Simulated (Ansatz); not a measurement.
# LiMgBN2 (I-4m2): from the cell to its phonons, part 3 of 3

Task: relax LiMgBN2 (I-4m2), then find its harmonic phonons.

Ansatz 0.2.0; DFT PBEsol, scalar-relativistic, plane waves, PAW.

So far. Step 3 (Relaxing to small forces for the phonons): The largest force component left is 0.074 meV/Å and the pressure is 0.000 GPa, within the tolerances set. The cell now holds 12.63 Å³/atom. The relaxed cell has a = 3.778, c = 8.849 Å (conventional setting).

## Step 4: Zone-centre response (continued)

Optical modes at the zone centre, without and with the macroscopic field of the longitudinal modes; each column is sorted by frequency, so a row need not hold one and the same mode. Modes with and without the field, by row:

```csv
rank among optical modes,no field (cm⁻¹),"q along (1, 0, 0) (cm⁻¹)","q along (0, 0, 1) (cm⁻¹)"
1,248.5,248.5,249
2,314.6,314.6,314.6
3,314.6,346.4,314.6
4,446.1,446.1,446.1
5,446.1,450.8,446.1
6,450.8,481.6,497.9
7,497.9,497.9,497.9
8,497.9,505.6,540.3
9,608.7,608.7,608.7
10,608.7,679.7,608.7
11,1070,1070,1070
12,1703,1703,1832
```

Born charge (rows field, columns displacement) (e), principal values of the symmetric part by kind of site:

```csv
atom,atoms with these values,low,middle,high,mean
Li1,1,0.87,0.95,0.95,0.92
Mg2,1,1.80,1.90,1.90,1.87
B3,1,-0.02,-0.02,3.43,1.13
N4,2,-3.05,-1.50,-1.33,-1.96
```

In full for Li1:

```
0.95 0.00 0.00
0.00 0.95 0.00
0.00 0.00 0.87
```

High-frequency dielectric tensor:

```
2.87 0.00 0.00
0.00 2.87 0.00
0.00 0.00 3.79
```

Static dielectric tensor (ions relaxed, fixed cell):

```
5.22 0.00 0.00
0.00 5.22 0.00
0.00 0.00 6.33
```

Transverse modes. Infrared lines, with heights relative to the strongest:

```csv
position (cm⁻¹),label,relative intensity
248,B2,0.1
315,E,13
446,E,16
451,B2,23
498,E,1.3
609,E,22
1070,A1,0.0
1703,B2,100
```

Activity x (w_L - w)^4 (n + 1)/w, 532 nm, 300 K; modes without the macroscopic field alone. Lines of the Raman spectrum (strongest = 100):

```csv
position (cm⁻¹),label,relative intensity
248,B2,0.3
315,E,0.1
446,E,0.4
451,B2,0.0
498,E,4.9
609,E,1.2
1070,A1,100
1703,B2,0.2
```

Static second-order susceptibility (pm/V), twice the coefficient d of second-harmonic generation. Second order susceptibility, by row:

```csv
field along,xx,yy,zz,yz,xz,xy
x,0,0,0,0,-1.35,0
y,0,0,0,1.35,0,0
z,-1.35,1.35,0,0,0,0
```

Before it was imposed, the acoustic sum rule was missed by 2.5e-4 eV/Å² and the charge sum rule by 3.4e-5 e. Small misses are needed for a sound result but don't prove that mesh and cutoff are converged. The lowest optical mode is real, 248 cm⁻¹.

## Step 5: Another isotope, element B, natural mass 10.81 amu

An isotope changes the mass and not the force constants, so no new electronic calculation is needed; the shifts show which modes move this element.

The same force constants with the mass of B changed from 10.810 to 10.013 u (phonopy, no LO-TO term). Both lists are sorted by frequency; levels can cross, so a row need not hold one and the same mode. Modes under 3 cm⁻¹ are left out. Isotope shifts, by row:

```csv
q,rank,natural mass (cm⁻¹),changed mass (cm⁻¹)
0 0 0,4,248.5,248.6
0 0 0,5,314.6,315.5
0 0 0,6,314.6,315.5
0 0 0,7,446.1,451.5
0 0 0,8,446.1,451.5
0 0 0,9,450.8,452.4
0 0 0,10,497.9,498.4
0 0 0,11,497.9,498.4
0 0 0,12,608.7,619.2
0 0 0,13,608.7,619.2
0 0 0,14,1070,1070
0 0 0,15,1703,1753
```

A mode of this element alone would shift by +3.90 %. The highest zone-centre frequency without the field goes from 1702.8 to 1752.6 cm⁻¹ (+2.9 %). The product of the frequency ratios over all optical modes at Γ is 1.103; the product rule, (m/m′)^(3k/2) (M′/M)^(3/2) with k = 1 such atoms and M the mass of the cell, gives 1.103.

## Step 6: Isotope substitution, element Li, natural mass 6.94 amu

The same for Li, from 6.94 to 6.02 u.

The same force constants with the mass of Li changed from 6.940 to 6.015 u (phonopy, no LO-TO term). Both lists are sorted by frequency; levels can cross, so a row need not hold one and the same mode. Modes under 3 cm⁻¹ are left out. Isotope shifts, by row:

```csv
q,rank,natural mass (cm⁻¹),changed mass (cm⁻¹)
0 0 0,4,248.5,258.7
0 0 0,5,314.6,314.7
0 0 0,6,314.6,314.7
0 0 0,7,446.1,451.3
0 0 0,8,446.1,451.3
0 0 0,9,450.8,462
0 0 0,10,497.9,524.7
0 0 0,11,497.9,524.7
0 0 0,12,608.7,609.1
0 0 0,13,608.7,609.1
0 0 0,14,1070,1070
0 0 0,15,1703,1703
```

A mode of this element alone would shift by +7.41 %. The highest zone-centre frequency without the field goes from 1702.8 to 1702.9 cm⁻¹ (+0.0 %). The product of the frequency ratios over all optical modes at Γ is 1.215; the product rule, (m/m′)^(3k/2) (M′/M)^(3/2) with k = 1 such atoms and M the mass of the cell, gives 1.215.

## Step 7: Isotope substitution, element Mg, natural mass 24.305 amu

The same for Mg, from 24.30 to 25.98 u.

A mode of this element alone would shift by -3.28 %. The highest zone-centre frequency without the field goes from 1702.8 to 1702.8 cm⁻¹ (-0.0 %). The product of the frequency ratios over all optical modes at Γ is 0.937; the product rule, (m/m′)^(3k/2) (M′/M)^(3/2) with k = 1 such atoms and M the mass of the cell, gives 0.937.

## Step 8: Isotope substitution, element N, natural mass 14.007 amu

The same for N, from 14.01 to 15.00 u.

The same force constants with the mass of N changed from 14.007 to 15.000 u (phonopy, no LO-TO term). Both lists are sorted by frequency; levels can cross, so a row need not hold one and the same mode. Modes under 3 cm⁻¹ are left out. Isotope shifts, by row:

```csv
q,rank,natural mass (cm⁻¹),changed mass (cm⁻¹)
0 0 0,4,248.5,248.3
0 0 0,5,314.6,307.5
0 0 0,6,314.6,307.5
0 0 0,7,446.1,441
0 0 0,8,446.1,441
0 0 0,9,450.8,445.9
0 0 0,10,497.9,496.5
0 0 0,11,497.9,496.5
0 0 0,12,608.7,598.4
0 0 0,13,608.7,598.4
0 0 0,14,1070,1034
0 0 0,15,1703,1688
```

A mode of this element alone would shift by -3.37 %. The highest zone-centre frequency without the field goes from 1702.8 to 1688.4 cm⁻¹ (-0.8 %). The product of the frequency ratios over all optical modes at Γ is 0.849; the product rule, (m/m′)^(3k/2) (M′/M)^(3/2) with k = 2 such atoms and M the mass of the cell, gives 0.849.

## Step 9: Outcome

| Property | Result |
| --- | --- |
| space group after relaxation (within 0.01 Å) | I-4m2 |
| volume per atom | 12.6 Å³ |
| gap on the k-mesh | 2.53 eV |
| highest optical mode at the zone centre (no LO-TO term) | 1703 cm⁻¹ |
| top of the zone-centre spectrum with the field | 1832 cm⁻¹ |
| lowest optical zone-centre mode | 248 cm⁻¹ |
| mean high-frequency dielectric constant | 3.18 |
| mean static dielectric constant | 5.59 |
| largest Born charge (third of the trace) | -1.96 e |
| imaginary modes at Γ (the only wavevector solved) | none |

In words: The structure is stable against zone-centre distortions, since no mode there is imaginary; runs at other wavevectors are not part of this account. Without the field, the optical modes at Γ span 248 to 1703 cm⁻¹. The dispersion is not part of this account. The highest mode in this list at Γ, 1702.8 cm⁻¹, is mostly motion of B (74 % of the kinetic energy). With the macroscopic field of the longitudinal modes the top of the zone-centre spectrum lies at 1832 cm⁻¹, against 1703 cm⁻¹ without it. Lattice motion raises the mean dielectric constant from 3.180 to 5.588. The strongest infrared line is at 1703 cm⁻¹. Averaged over orientations, the strongest Raman line at 532 nm and 300 K is at 1070 cm⁻¹, among the modes without the field; their longitudinal partners can be Raman active too. These are harmonic frequencies at zero temperature: anharmonic shifts, linewidths and thermal expansion are left out.

[Logs are printed without paths, hosts, clocks, repeated set-up lines and the standing remarks that a program may print on its own settings, such as how far it seeks lower states.]

[Hosts, paths, dates, database ids (printed as entryN), source tags and the programs' standing remarks are cut or masked in the printed files.]
